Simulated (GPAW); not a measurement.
## InF (model structure): optical spectrum from first principles

Aim: the dielectric function of InF (model structure), and the optical constants that follow from it. The cell was made here by substitution or stacking, whether or not such a phase is known. It was built so: All Cl replaced by F in the Cmcm structure of InCl. The cell given below was relaxed beforehand with Ansatz.

Method: DFT, PBE, plane-wave PAW (GPAW data sets), scalar-relativistic, RPA, optical limit, in GPAW 26.7.0.

## Step 1: Starting point

It takes space group Cmcm (No. 63, orthorhombic). The conventional cell has a = 3.690 Å, b = 13.632 Å, c = 3.719 Å, α = 90.00°, β = 90.00°, γ = 90.00°. Nearest to In lie 1 F at 2.32 Å. F has 1 In at 2.32 Å nearest. All Cl replaced by F in the Cmcm structure of InCl. Farther neighbours and most contacts between anions are not listed.

As a file:

```
In F
1.0
     1.84507   -6.81588    0.00000
     1.84507    6.81588    0.00000
     0.00000    0.00000    3.71922
In F
2 2
Direct
  0.63549 0.36451 0.25000
  0.36451 0.63549 0.75000
  0.19425 0.80575 0.75000
  0.80575 0.19425 0.25000
```

## Step 2: Ground state

First the ground state: is it a metal or has it a gap?

This step: DFT, PBE, plane-wave PAW (GPAW data sets), scalar-relativistic, ground state (GPAW 26.7.0).

Contents of gs.py:

```python
from ase import Atoms
from ase.dft.bandgap import bandgap
from gpaw import GPAW, PW, FermiDirac

atoms = Atoms(['In', 'In', 'F', 'F'],
              cell=[[1.84507369, -6.81587962, 0.00000000],
                    [1.84507369, 6.81587962, 0.00000000],
                    [0.00000000, 0.00000000, 3.71922436]],
              scaled_positions=[[0.63548864, 0.36451136, 0.25000000],
                                [0.36451136, 0.63548864, 0.75000000],
                                [0.19425191, 0.80574809, 0.75000000],
                                [0.80574809, 0.19425191, 0.25000000]],
              pbc=[True, True, True])
atoms.calc = GPAW(mode=PW(500), xc='PBE', kpts={'size': (6, 6, 6), 'gamma': True},
                  occupations=FermiDirac(0.05), maxiter=150, txt='gs.txt')
print('energy (eV)', atoms.get_potential_energy())
print('Fermi level (eV)', atoms.calc.get_fermi_level())
print('valence electrons', atoms.calc.get_number_of_electrons())
print('gap (eV)', bandgap(atoms.calc, output=None)[0])
print('direct gap (eV)', bandgap(atoms.calc, direct=True, output=None)[0])
atoms.calc.write('gs.gpw')
```

Launch:

```bash
> OMP_NUM_THREADS=1 python gs.py
```

Numbers of over 12 decimals in the logs are rounded to 6 here.

The log of the run:

```text
__  _  _
 | _ |_)|_||  |
 |__||  | ||/\| - 26.7.0

Versions:
  Python: 3.12.14
  ASE:    3.29.0
  Numpy:  2.5.5
  Scipy:  1.18.1
  Libxc:  7.0.0

Input parameters:
  mode=PW(ecut=500.0),
  kpts=MonkhorstPack(size=(6, 6, 6), gamma=True),
  maxiter=150,
  occupations=Occupations(name='fermi-dirac', width=0.05, fixmagmom=False),
  xc=XC(name='PBE')

Diagonalizing LCAO Hamiltonian
Converting LCAO to pw mode

             F
           In

         In
       F

Atoms  # Å, Bohr magnetons
|   | symbol |        x |         y |        z |    initial magnetic moments |
| 0 |     In | 1.845074 | -1.846949 | 0.929806 | ( 0.0000,  0.0000,  0.0000) |
| 1 |     In | 1.845074 |  1.846949 | 2.789418 | ( 0.0000,  0.0000,  0.0000) |
| 2 |      F | 1.845074 |  4.167884 | 2.789418 | ( 0.0000,  0.0000,  0.0000) |
| 3 |      F | 1.845074 | -4.167884 | 0.929806 | ( 0.0000,  0.0000,  0.0000) |

Unit cell  # Å
| periodic |        x |         y |        z |  lengths |     angles |
|      yes | 1.845074 | -6.815880 | 0.000000 | 7.061198 |  90.000000 |
|      yes | 1.845074 |  6.815880 | 0.000000 | 7.061198 |  90.000000 |
|      yes | 0.000000 |  0.000000 | 3.719224 | 3.719224 | 149.705863 |

Number of symmetries: 4
Symmetry operations  # r_c * U_cc + t_c -> r_c
|   | kind |            matrix            |
| 0 |  E   |  1, 0, 0,  0, 1, 0,  0, 0, 1 |
| 1 |  C2  |  0, 1, 0,  1, 0, 0,  0, 0,-1 |
| 2 |  σ   |  0,-1, 0, -1, 0, 0,  0, 0, 1 |
| 3 |  i   | -1, 0, 0,  0,-1, 0,  0, 0,-1 |

BZ-sampling:
  Number of BZ points: 216
  Number of IBZ points: 68

  Monkhorst-Pack size: [6, 6, 6]
  Monkhorst-Pack shift: [0.083333, 0.083333, 0.083333]

K-points  # in reciprocal-cell coordinates
|     |                                coordinates |     weight |
|   0 | (  0.00000000,   0.00000000,   0.00000000) | 0.00462963 |
|   1 | (  0.00000000,   0.00000000,   0.16666667) | 0.00925926 |
|   2 | (  0.00000000,   0.00000000,   0.33333333) | 0.00925926 |
|   3 | (  0.00000000,   0.00000000,   0.50000000) | 0.00462963 |
|   4 | (  0.16666667,  -0.16666667,  -0.33333333) | 0.00925926 |
|   5 | (  0.16666667,  -0.16666667,  -0.16666667) | 0.00925926 |
|   6 | (  0.16666667,  -0.16666667,   0.00000000) | 0.00925926 |
|   7 | (  0.16666667,  -0.16666667,   0.16666667) | 0.00925926 |
|   8 | (  0.16666667,  -0.16666667,   0.33333333) | 0.00925926 |
|   9 | (  0.16666667,  -0.16666667,   0.50000000) | 0.00925926 |
| ... |                                            |            |
|  67 | (  0.50000000,   0.50000000,   0.50000000) | 0.00462963 |

Plane wave coefficients: 2404
Cutoff: 500.0 eV

Spin-components: 1 (collinear spins)
Bands:           26
Projectors:      22
Spin-degeneracy: 2
Datatype:        complex128

Parallelization:
  kpt:    1
  domain: 1
  band:   1

Density:
  Valence electrons: 40.0
  Components: 1
  Grid points: [40 40 20]
  Charge: 0.0  # |e|

Potential:
  Grid points: [40 40 20]

species:
  In:
    name:    Indium
    id:
    Z:       49.0
    valence: 13
    core:    36
    charge:  0.0  # [|e|]
    compensation charges:
      type: gauss
      rc: 0.36  # [Å]
      lmax: 2
    cutoffs:
      filter: 2.09  # [Å]
      core: 2.48  # [Å]
    projectors
    | kind |    occ | energy [eV] | rcut [Å] |
    |   5s |  2.000 |      -8.203 |    1.185 |
    |   5p |  1.000 |      -2.521 |    1.244 |
    |   4d | 10.000 |     -18.629 |    1.148 |
    |    s |        |      19.008 |    1.185 |
    |    p |        |      24.691 |    1.244 |
    |    d |        |       8.583 |    1.148 |

    Using partial waves for In as LCAO basis

  F:
    name:    Fluorine
    id:
    Z:       9.0
    valence: 7
    core:    2
    charge:  0.0  # [|e|]
    compensation charges:
      type: gauss
      rc: 0.20  # [Å]
      lmax: 2
    cutoffs:
      filter: 1.14  # [Å]
      core: 0.74  # [Å]
    projectors
    | kind |    occ | energy [eV] | rcut [Å] |
    |   2s |  2.000 |     -29.898 |    0.635 |
    |   2p |  5.000 |     -11.110 |    0.635 |
    |    s |        |      -2.687 |    0.635 |
    |    p |        |      16.102 |    0.635 |
    |    d |        |       0.000 |    0.635 |

    Using partial waves for F as LCAO basis

Reference energy: -325379.000891  # eV

eigensolver:
  PPCG
  Converge bands: occupied
  niter=2

density mixing:
  MSR1-Mixer
  Pratt-step length: 0.05
  Maximum mixing coefficient: 0.75
  Old densities: 10
  SVD Regularization: 0.005
  Good broyden scale: 1.0
  Trust region scale: 1.0
  Backstep threshold: 4.0
  History deletion threshold: 6.0
  Fourier metric: weight=20.0, sigma=0.015

occupation numbers:
  Fermi-Dirac:
    width: 0.0500  # eV

poisson solver:
  ecut: 4000.0  # eV

xc functional:
  name: PBE with 2 nearest neighbor stencil

convergence criteria:
- Maximum [total energy] change in last 3 cyles: 0.0005 eV / valence electron
- Maximum integral of absolute [dens]ity change: 0.0001 electrons / valence electron
- Maximum integral of absolute [eigenst]ate change: 4e-08 eV^2 / valence electron
maximum number of iterations: 150

SCF iterations
|iter     |      energy | eigst |  dens |
|iter:   1||  -16.935317 | -0.48 |       |
|iter:   2||  -16.501486 | -1.98 | -1.23 |
|iter:   3||  -15.413872 | -0.88 | -1.27 |
|iter:   4||  -15.393395 | -2.63 | -1.65 |
|iter:   5||  -15.390154 | -3.30 | -1.94 |
|iter:   6||  -15.390240c| -3.94 | -2.52 |
|iter:   7||  -15.390417c| -5.35 | -3.04 |
|iter:   8||  -15.390425c| -6.57 | -3.72 |
|iter:   9||  -15.390425c| -7.77c| -4.68c|

Converged in 9 steps
SCF loop duration: 76.885 s (8.543 s/step)
Energy contributions relative to reference atoms: (reference = -325379.000891)

Energy contributions:
  Kinetic:          38.862974
  Coulomb:         -38.816087
  Zero:              0.778522
  External:          0.000000
  Xc:              -16.215834
  Entropy:          -0.000000
  Spinorbit:         0.000000
  ----------------------------
  Free energy:     -15.390425
  Extrapolated:    -15.390425

dipole moment: (0.000000, -0.000000, 0.000000)  # |e|*Ang

Fermi level: 3.178
Eigenvalues  # (at kpt = [0.000, 0.000, 0.000])
| band index |      eig [eV] | occ [0-2] |
|          0 |       -20.086 |     2.000 |
|        ... |               |           |
|         12 |        -2.952 |     2.000 |
|         13 |        -1.947 |     2.000 |
|         14 |        -1.739 |     2.000 |
|         15 |        -1.730 |     2.000 |
|         16 |        -1.694 |     2.000 |
|         17 |        -0.992 |     2.000 |
|         18 |        -0.979 |     2.000 |
|         19 |         1.626 |     2.000 |
|         20 |         4.760 |     0.000 |
|         21 |         9.308 |     0.000 |
|         22 |         9.575 |     0.000 |
|         23 |         9.616 |     0.000 |
|         24 |        10.398 |     0.000 |
|         25 |        10.655 |     0.000 |

Gap: 1.549 eV
Transition (v -> c):
  (s=0, k=41, n=19, [0.33, 0.17, 0.17]) -> (s=0, k=40, n=20, [0.33, 0.17, 0.00])
Direct/indirect transitions are different
Direct gap: 1.550 eV
Transition at: (s=0, k=40, n=19, [0.33, 0.17, 0.00])

--- standard output ---
energy (eV) -15.390425
Fermi level (eV) 3.178294
valence electrons 40.0
gap (eV) 1.548828
direct gap (eV) 1.549870
```

Wall time 81 s (1 thread of Arm Neoverse V2, shared host); peak memory 0.27 GiB.

Read-outs, printed or worked out from the files:

- energy: -15.39 eV
- Fermi energy: 3.178 eV
- gap on the k-mesh: 1.549 eV
- direct gap on the mesh: 1.550 eV
- electrons: 40

There is a gap, 1.55 eV on this mesh (points off the mesh can give less), so no carriers' term is needed.

## Step 3: Bands for the response

At the fixed density, many empty bands are solved on the mesh of the response, since the spectrum sums over them.

This step: DFT, PBE, plane-wave PAW (GPAW data sets), scalar-relativistic, bands at fixed density (GPAW 26.7.0).

Contents of nscf.py:

```python
from ase.dft.bandgap import bandgap
from gpaw import GPAW, FermiDirac

calc = GPAW('gs.gpw').fixed_density(kpts={'size': (8, 8, 8), 'gamma': True}, nbands=42, convergence={'bands': 36},
                                    occupations=FermiDirac(0.001), txt='nscf.txt')
print('gap (eV)', bandgap(calc, output=None)[0])
print('direct gap (eV)', bandgap(calc, direct=True, output=None)[0])
calc.write('full.gpw', mode='all')
```

Launch:

```bash
> OMP_NUM_THREADS=1 python nscf.py
```

The log of the run:

```text
Diagonalizing LCAO Hamiltonian
Converting LCAO to pw mode
convergence criteria:
- Maximum integral of absolute [eigenst]ate change: 4e-08 eV^2 / valence electron
maximum number of iterations: 150

SCF iterations
|iter     |      energy | eigst |  dens |
|iter:   1||             | +2.78 |       |
|iter:   2||             | +1.42 |       |
|iter:   3||             | +0.58 |       |
|iter:   4||             | -0.40 |       |
|iter:   5||             | -1.29 |       |
|iter:   6||             | -2.12 |       |
|iter:   7||             | -2.87 |       |
|iter:   8||             | -3.60 |       |
|iter:   9||             | -4.37 |       |
|iter:  10||             | -5.14 |       |
|iter:  11||             | -5.94 |       |
|iter:  12||             | -6.72 |       |
|iter:  13||             | -7.43c|       |
SCF steps: 13
  __  _  _
 | _ |_)|_||  |
 |__||  | ||/\| - 26.7.0

Versions:
  Python: 3.12.14
  ASE:    3.29.0
  Numpy:  2.5.5
  Scipy:  1.18.1
  Libxc:  7.0.0

Input parameters:
  mode=PW(ecut=500.0),
  convergence={'bands': 36},
  gpts=array([40, 40, 20]),
  kpts=MonkhorstPack(size=(8, 8, 8), gamma=True),
  maxiter=150,
  nbands=42,
  occupations=Occupations(name='fermi-dirac', width=0.001, fixmagmom=False),
  parallel={},
  xc=XC(name='PBE')

--- standard output ---
gap (eV) 1.518272
direct gap (eV) 1.530866
```

Wall time 6.1 min (1 thread); peak memory 0.52 GiB.

Read-outs, printed or worked out from the files:

| Property | Result |
| --- | --- |
| gap on the k-mesh | 1.518 eV |
| direct gap on the mesh | 1.531 eV |

## Step 4: Dielectric function, RPA

Transitions between filled and empty bands, summed over the zone, give the optical response, so mesh, band count and broadening shape it.

The induced potential is part of this response.

This step: DFT, PBE, plane-wave PAW (GPAW data sets), scalar-relativistic, RPA, optical limit (GPAW 26.7.0).

Contents of df.py:

```python
from gpaw.response.df import DielectricFunction

df = DielectricFunction('full.gpw', frequencies={'type': 'nonlinear', 'domega0': 0.03, 'omega2': 8},
                        ecut=30,
                        eta=0.15,
                        nbands=36,
                        txt='df.txt')
for direction in ['x', 'y', 'z']:
    df.get_dielectric_function(xc='RPA', direction=direction, filename=f'df_{direction}.csv')
```

Launch:

```bash
> OMP_NUM_THREADS=1 python df.py
```

The log of the run:

```text
Using integrator: PointIntegrator
NonLinearFrequencyDescriptor(from 0.000 to 41.402 eV, 440 points)
Nonperiodic BCs:  [False False False]
Using integrator: PointIntegrator
NonLinearFrequencyDescriptor(from 0.000 to 41.402 eV, 440 points)
Nonperiodic BCs:  [False False False]

Calculating chi0 body with:
    Ground state adapter containing:
    Number of spins: 1
    Number of kpoints: 512
    Number of irreducible kpoints: 150
    Number of completely occupied states: 20
    Number of partially occupied states: 20

    Linear response parametrization:
    q_c: [0.0, 0.0, 0.0]
    Number of frequency points: 440
    Planewave cutoff: 30.0
    Number of bands: 36
    Number of planewaves: 41
    Broadening (eta): 0.15

Integrating chi0 body.

Symmetries of q_c:
    Direct symmetries (Uq -> q): 4
    Indirect symmetries (TUq -> q): 0
In total 4 allowed symmetries.

150 groups of equivalent kpoints. 70.703125% reduction.

Integral kind: spectral function

Calculating chi0 optical extensions with:
    Ground state adapter containing:
    Number of spins: 1
    Number of kpoints: 512
    Number of irreducible kpoints: 150
    Number of completely occupied states: 20
    Number of partially occupied states: 20

    Linear response parametrization:
    Number of frequency points: 440
    Planewave cutoff: 30.0
    Number of bands: 36
    Number of planewaves: 41
    Broadening (eta): 0.15
Integrating chi0 head and wings.

Symmetries of q_c:
    Direct symmetries (Uq -> q): 4
    Indirect symmetries (TUq -> q): 0
In total 4 allowed symmetries.

150 groups of equivalent kpoints. 70.703125% reduction.

Integral kind: spectral function wings
```

Wall time 62 s (1 thread); peak memory 0.32 GiB.

Read-outs, printed or worked out from the files:

- electronic dielectric constant ε∞, mean over x, y and z (by symmetry where fewer were run): 4.588

Some rows of df_x.csv (energy; Re and Im without local fields; Re and Im with them):

```text
0.000000, 5.554336, 0.000000, 4.573283, 0.000000
0.366838, 5.599116, 0.037454, 4.603418, 0.025170
0.747880, 5.748605, 0.083374, 4.703668, 0.055729
1.143969, 6.047750, 0.151456, 4.902794, 0.100308
1.556014, 6.600615, 0.284792, 5.265254, 0.187294
1.984998, 7.704223, 0.611127, 5.969948, 0.386777
2.431988, 10.341153, 2.936257, 7.626716, 1.769695
2.898142, 6.888869, 7.620676, 5.677210, 4.806603
3.384719, 4.464281, 7.295869, 4.095294, 4.245895
3.893091, 0.410158, 9.208781, 3.979992, 6.195604
4.424758, -0.827754, 5.717716, 1.742057, 5.174031
4.981356, -0.671350, 1.826463, -0.519127, 2.303652
5.564682, 1.126309, 2.821372, 1.544408, 2.529285
6.176709, -0.210873, 2.615247, 0.373622, 3.054437
6.819608, 0.037983, 1.843798, 0.049062, 1.868250
7.495775, 0.805343, 1.734553, 0.878180, 1.441221
8.207861, 0.074796, 1.961820, 0.564411, 2.084295
8.958808, -0.033536, 1.545752, 0.239462, 1.820468
9.751884, -0.042777, 1.097427, -0.035772, 1.354580
10.590737, 0.229051, 1.019965, 0.221502, 1.130067
11.479449, 0.168421, 0.729510, 0.179252, 0.777700
```

[end of part 1 of 2]

[Machine, clock and banner lines and Python warnings are left out of the logs.]

[Logs are printed without paths, hosts, clocks, repeated set-up lines and the standing remarks that a program may print on its own settings, such as how far it seeks lower states.]

[Hosts, paths, dates, database ids (printed as entryN), source tags and the programs' standing remarks are cut or masked in the printed files.]
